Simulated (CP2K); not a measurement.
Consider 2-aminothiophene at its PBE geometry (Å).

```xyz
11

N     2.1392    0.1601   -0.2286
C     0.7531    0.1629   -0.0299
C    -0.1735   -0.7837   -0.4199
C    -1.5128   -0.3897   -0.1300
C    -1.5987    0.8381    0.4766
S    -0.0305    1.5411    0.6820
H     2.5050   -0.7647   -0.4422
H     2.6772    0.5905    0.5197
H     0.1014   -1.7249   -0.8930
H    -2.3832   -1.0038   -0.3536
H    -2.4772    1.3741    0.8191
```

Method: CP2K XAS_TDP, all-electron GAPW, PBEh(45%), aug-cc-pVDZ, TDA, ZORA, spin–orbit coupling.

Q: Where do the S L₂,₃-edge lines lie, and how strong are they?

Leading lines: S6 164.23 eV. The leading line of an atom is its first one with 35 % of the strongest within 2.5 eV of its lowest line over the strength cut. 

The first six lines of each atom with a strength over 0.0003:

```csv
atom,energy (eV),states,"strength, one atom"
S6 (bonded to 2 C),164.23,2,0.0021
,164.43,1,0.0010
,164.81,2,0.0005
,164.92,1,0.0009
,165.34,1,0.0016
,165.57,1,0.0025
```

Lines are vertical, at one geometry, with no vibrational structure. Without a correction of the core level, line positions, and the gaps between valence and Rydberg lines, follow the share of exact exchange. Rydberg lines, and the discretised continuum above threshold, depend on the basis and the box.

[Banner, clock and machine lines of the logs are left out without a mark of their own.]

[Logs are printed without paths, hosts, clocks, repeated set-up lines and the standing remarks that a program may print on its own settings, such as how far it seeks lower states.]

[Hosts, paths, dates, database ids (printed as entryN), source tags and the programs' standing remarks are cut or masked in the printed files.]
